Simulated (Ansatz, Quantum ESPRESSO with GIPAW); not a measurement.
## Solid-state NMR of SnO2 (Cassiterite) by GIPAW

Wanted: NMR shieldings and quadrupolar couplings for each site of SnO2 (Cassiterite).

**The experiment to be reproduced.** 119Sn span 134 ppm, in “207Pb and 119Sn Solid-State NMR and Relativistic Density Functional Theory Studies of the Historic Pigment Lead−Tin Yellow Type I and Its Reactivity in Oil Pain” (Catalano et al., J. Phys. Chem. A 118, 7952, 2014). 119Sn span 136 ppm, in “Spin–orbit effects on the 119Sn magnetic-shielding tensor in solids: a ZORA/DFT investigation” (2016; doi:10.1039/c6cp03807g), quoting earlier work.

Method: DFT, PBE, plane-wave PAW (pslibrary 1.0.0 recipes), scalar-relativistic, GIPAW; a patched development version of the program, in Quantum ESPRESSO with GIPAW 8.0dev (patched build).

Most raw output is cut from this account.

## 1. The structure

Symmetry: P4_2/mnm, No. 136, tetragonal system. Conventional cell: a = 4.738 Å, b = 4.738 Å, c = 3.187 Å, α = 90.00°, β = 90.00°, γ = 90.00°. Nearest to Sn lie 6 O at 2.05 to 2.06 Å. O has 3 Sn at 2.05 to 2.06 Å nearest. Farther neighbours and most contacts between anions are not listed.

The cell is an entry of the Crystallography Open Database.

This structure had its atoms relaxed beforehand (DFT, PBE, plane-wave PAW (pslibrary 1.0.0 recipes), Quantum ESPRESSO with GIPAW), starting from the database entry, since shieldings follow bond lengths closely.

## 2. Ground state

First the ground state. The response equations take the occupied wavefunctions as exact, so conv_thr is set much tighter than for an energy. No empty states are asked for: the response is solved without them. The mesh has a spacing of 0.15 Å⁻¹ at most. The PAW files were made with ld1.x from the pslibrary 1.0.0 recipes, with GIPAW reconstruction switched on.

Input file scf.in:

```
&control
  calculation = 'scf'
  prefix = 'x'
  outdir = './tmp/'
  pseudo_dir = './'
/
&system
  ibrav = 0
  nat = 6
  ntyp = 2
  ecutwfc = 55
  ecutrho = 330
  nbnd = 26
/
&electrons
  conv_thr = 1.0d-10
  mixing_beta = 0.7
  electron_maxstep = 100
/
ATOMIC_SPECIES
  Sn 118.710 Sn.pbe-dn-kjpaw_psl.1.0.0-gipaw.UPF
  O 15.999 O.pbe-n-kjpaw_psl.1.0.0-gipaw.UPF
CELL_PARAMETERS angstrom
  4.73800000 0.00000000 0.00000000
  0.00000000 4.73800000 0.00000000
  0.00000000 0.00000000 3.18650000
ATOMIC_POSITIONS crystal
  Sn 0.50000000 0.50000000 0.50000000
  Sn 0.00000000 0.00000000 -0.00000000
  O 0.80529112 0.19470888 0.50000000
  O 0.69470888 0.69470888 -0.00000000
  O 0.19470888 0.80529112 0.50000000
  O 0.30529112 0.30529112 -0.00000000
K_POINTS automatic
  9 9 14 1 1 1
```

Started as:

```
$ mpirun -np 4 pw.x -nk 4 -in scf.in > scf.out
```

Run time: 2 min. Hardware: 4 MPI ranks of Arm Neoverse V1, shared host; peak memory 0.73 GiB.

It converged in 20 cycles to an estimated accuracy of 1e-10 Ry, on 105 irreducible k-points.

## 3. Magnetic response

The job finds the current that a weak uniform field induces (applied as a long wave, q_gipaw) and the field that this current makes at each nucleus. On atoms with p or d valence electrons much of the paramagnetic part arises close to the nucleus, where the PAW partial waves rebuild the true states. pawproj makes the reconstruction use the PAW data sets' own projectors.

Input file nmr.in:

```
&inputgipaw
  job = 'nmr'
  prefix = 'x'
  tmp_dir = './tmp/'
  restart_mode = 'from_scratch'
  verbosity = 'low'
  q_gipaw = 0.01
  spline_ps = .true.
  conv_threshold = 1.0d-11
  use_nmr_macroscopic_shape = .false.
  pawproj(1) = .true.
  pawproj(2) = .true.
/
```

Started as:

```
$ mpirun -np 4 gipaw.x -in nmr.in > nmr.out
```

Run time: 26 min. Hardware: 4 MPI ranks; peak memory 0.34 GiB.

The f-sum rule is met to 0.0031 of 45.2 (0.007 %). Converged shieldings require that this miss be small, but a small miss does not prove them.

From the symmetric part of each tensor, with principal values σ11 ≤ σ22 ≤ σ33: σ_iso is their mean, the span is σ33 − σ11 and the skew 3(σ_iso − σ22)/span. (gipaw.x prints an anisotropy in another convention.)

| site | atom no. | atoms in cell | σ_iso (ppm) | span (ppm) | skew |
| --- | --- | --- | --- | --- | --- |
| Sn | 1 | 2 | 3016 | 114 | 0.70 |
| O | 3 | 4 | 117.4 | 96.0 | -0.34 |

The macroscopic shape term is switched off. For a spherical sample the valence susceptibility of this run would add about 12 ppm to every site, a rough estimate, since the susceptibility converges slowly and lacks part of the PAW terms. Differences within the crystal don't depend on it, but shieldings of different compounds can't be compared to better than a few ppm without it.

In this run the largest span among the lighter atoms is that of O (site symmetry m2m), with principal values 63.9, 128.5 and 159.9 ppm.

How the isotropic values are made up (ppm). The core part is that of the free atom's core; bare is the current of the smooth valence states; the last two are what the PAW spheres add to the diamagnetic and the paramagnetic current:

| site | core | bare | reconstruction, dia | reconstruction, para |
| --- | --- | --- | --- | --- |
| Sn | 5053.9 | 86.5 | 104.5 | -2229.0 |
| O | 271.1 | 28.3 | 17.4 | -199.3 |

## 4. Electric field gradients

17O has a quadrupole moment, which couples to the field gradient and broadens the lines. The gradient is a property of the ground-state density and needs no response; it is taken from a second code that counts the whole PAW charge. C_Q = eQV_zz/h, with Q = -0.02558 barn for 17O.

This step: DFT, PBE, plane-wave PAW, default files (PAW set soft_2), scalar-relativistic, field gradients (Ansatz 0.2.0), on the same atoms.

Input file input.yaml:

```yaml
crystal:
  lattice:
    - [4.738, 0.0, 0.0]
    - [0.0, 4.738, 0.0]
    - [0.0, 0.0, 3.1865]
  atoms:
    - { symbol: Sn, position: [0.5, 0.5, 0.5] }
    - { symbol: Sn, position: [0.0, 0.0, 0.0] }
    - { symbol: O, position: [0.8052911225, 0.1947088775, 0.5] }
    - { symbol: O, position: [0.6947088775, 0.6947088775, 0.0] }
    - { symbol: O, position: [0.1947088775, 0.8052911225, 0.5] }
    - { symbol: O, position: [0.3052911225, 0.3052911225, 0.0] }
kpoints:
  mp_grid: { grid: [9, 9, 14] }
scf:
  occupations: { method: fixed }
hamiltonian:
  xc: pbe
  pseudopotentials: { kind: paw, frozen_core: stored }
output:
  forces: false
  stress: false
  efg: { quadrupole_moments_barn: { O: -0.02558 } }
  write_density: true
  write_potential: true
  elf: true
  volumetric_format: npy
```

Started as:

```
$ ansatz run input.yaml --threads 4 --pin off --max-ram 8192MiB --backend cpu --events-out ev --progress --plain --runs-dir out
```

It took 4.7 s on 4 threads; peak memory 0.49 GiB.

Among nuclei of half-integer spin the second-order effect is largest for 17O on O (spin 5/2, C_Q 6.72 MHz): at 9.4 T it moves the centre of gravity of the MAS line by -93 ppm from δ_iso, and by a quarter of that at twice the field, by δ_Q = −(3/40)(C_Q/ν0)²(1 + η²/3)[I(I+1) − 3/4]/[I²(2I−1)²] × 10⁶ ppm with ν0 = 54.3 MHz.

## 5. Sites, surroundings and shifts

Covalently bonded atoms count as neighbours within 1.18 times the sum of their radii. Otherwise a cation's neighbours lie within 1.2 times its shortest bond (1.3 for large cations, each anion's radius taken off where they differ), and an anion's are the cations that count it.

| site | atom no. | atoms in cell | surroundings | bonds (Å) | σ_iso (ppm) | C_Q (MHz) | η_Q |
| --- | --- | --- | --- | --- | --- | --- | --- |
| Sn | 1 | 2 | SnO6 | 2.05 to 2.06 | 3016 | - | - |
| O | 3 | 4 | bound to Sn3 | 2.05 to 2.06 | 117.4 | 6.72 | 0.15 |

Simulated spectrum: 17O fast MAS, 20 T (115.5 MHz), central transition to second order, lines broadened by 1.5 ppm; the axis counts ppm from the isotropic position of O, as −Δσ; rigid lattice, with dipolar and J couplings and satellite transitions left out.

(offset (ppm), intensity): (2.6, 0.00), (0.6, 0.00), (-1.3, 0.01), (-3.2, 0.02), (-4.9, 0.19), (-6.8, 0.64), (-8.7, 0.89), (-9.6, 1.00), (-10.5, 0.86), (-12.4, 0.63), (-14.3, 0.55), (-16.1, 0.50), (-18.0, 0.48), (-19.9, 0.46), (-21.8, 0.46), (-23.5, 0.47), (-25.4, 0.50), (-27.4, 0.56), (-29.1, 0.72), (-30.1, 0.85), (-31.0, 0.74), (-32.9, 0.48), (-34.7, 0.15), (-36.6, 0.09), (-38.5, 0.08), (-40.4, 0.07), (-42.2, 0.07), (-44.1, 0.07), (-46.0, 0.07), (-47.7, 0.06), (-49.6, 0.06), (-51.5, 0.02), (-53.3, 0.00), (-55.2, 0.00), (-57.1, 0.00), (-58.9, 0.00)

Most prominent maxima (ppm: height): -9.6: 1.00, -30.1: 0.85.

## 6. What the settings change

Each row names what was changed: another functional shows how far the paramagnetic term hangs on the exchange-correlation form; another mesh tests the sampling of the zone.

Changes of σ_iso (ppm) against the run above (PBE, cutoffs 55 and 330 Ry, mesh 9×9×14, 1.9 h). Times are CPU times of pw.x and gipaw.x together, on 4 MPI ranks of Arm Neoverse V1, shared host; on a shared host they are rough.

| run | CPU time | f-sum miss | Sn | O |
| --- | --- | --- | --- | --- |
| LDA | 1.9 h | 0.0028 | -109.1 | -23.3 |
| mesh 6×6×9 (coarse on purpose) | 33 min | 0.0013 | +0.9 | +2.3 |

The largest move is -109.1 ppm, on Sn, from LDA.

## 7. What goes wrong with a poor setting

One more run, with a slip of the kind that is easily made.

Changes to scf.in since step 2:

```diff
@@ -17,3 +17,3 @@
   mixing_beta = 0.7
-  electron_maxstep = 100
+  electron_maxstep = 3
 /
```

Started as:

```
$ mpirun -np 4 pw.x -nk 4 -in scf.in > scf.out
```

The job ended after 17 s (4 MPI ranks; peak memory 0.54 GiB).

The SCF did not converge, so no response was computed. The fault: too few SCF iterations. 

## 8. Calculated and measured

| quantity | site | measured | calculated | difference |
| --- | --- | --- | --- | --- |
| 119Sn span (ppm) | Sn | 134 | 114.4 | -19.6 |
| 119Sn span (ppm) | Sn | 136 | 114.4 | -21.6 |

## 9. What came out

```
119Sn shielding without shape term : 3016 ppm
17O shielding without shape term   : 117.4 ppm
17O size of C_Q                    : 6.72 MHz
```

119Sn has one site (SnO6), with isotropic shielding 3016 ppm (shape term left out). A shift needs a reference, δ = σ_ref − σ, fixed on measured compounds; for 119Sn of this kind at this level too few were at hand, or they scattered too widely about a line, so none is given. A finer mesh and a higher cutoff were not carried through on these files. The cheaper run with mesh 6×6×9 takes about 30 % of the time and is off by 0.86 ppm on Sn, and by 2.3 ppm at most. The largest change with the functional is 109.1 ppm in absolute shielding; part of that drops out once each functional has its own reference line. Spin-orbit coupling is missing, which matters for Sn and for the light atoms bound to such centres. The scalar-relativistic files are used with non-relativistic response operators, which weighs most on the heavy atoms' own shieldings. In PBE checks against another PAW code, field gradients made this way came out (cores as stored) 4 to 9 % larger on O (three silicas and corundum) and 6 % smaller on Al (corundum alone). This build of gipaw.x prints that it is not audited and that its numbers are no references by themselves. It also reports spline_ps as false although the input sets it; why was not traced. Without spin-orbit coupling, gradients at and beside the heavy atoms are unsure.

[Logs are printed without paths, hosts, clocks, repeated set-up lines and the standing remarks that a program may print on its own settings, such as how far it seeks lower states.]

[Hosts, paths, dates, database ids (printed as entryN), source tags and the programs' standing remarks are cut or masked in the printed files.]

[Where no reference line passes its bar on scatter, no shift is given, so a measured shift of this compound may stand uncompared.]
